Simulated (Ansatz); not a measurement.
Rows from a G0W0 calculation on P (puckered monolayer) (Ansatz 0.2.0; G0W0 on PBEsol, plane waves, PAW; 6×8×1 mesh, 1923 empty bands, screening to 165 eV), in eV. Spin-orbit coupling is left out.

```
row      Σx     Σc     Vxc     Z
  A   -7.78  -3.36  -11.38  0.70
  B   -8.02  -4.17  -12.53  0.69
  C  -16.92   1.29  -15.05  0.68
  D  -14.98   0.73  -13.68  0.68
```

Q: Which rows are filled states and which are empty ones, and how can one tell?

Filled: C and D. Empty: A and B. The sign of Σc tells: for a filled state bare exchange, which holds its interaction with itself, lies below Vxc (Σx − Vxc is -1.3 eV or lower here) and screening gives part back as a positive Σc. For an empty state Σx lies above Vxc (+3.6 eV or more) and the Coulomb hole leaves Σc negative.

[Paths, hosts, dates, memory and timing lines, banners, echoed tables and standing remarks are left out of the program output.]

[Logs are printed without paths, hosts, clocks, repeated set-up lines and the standing remarks that a program may print on its own settings, such as how far it seeks lower states.]

[Runs of the session that timed out or met a known fault of the program may be left out.]

[Cells called generated may have been cut or substituted from an entry of the Crystallography Open Database or the Materials Project.]

[Hosts, paths, dates, database ids (printed as entryN), source tags and the programs' standing remarks are cut or masked in the printed files.]
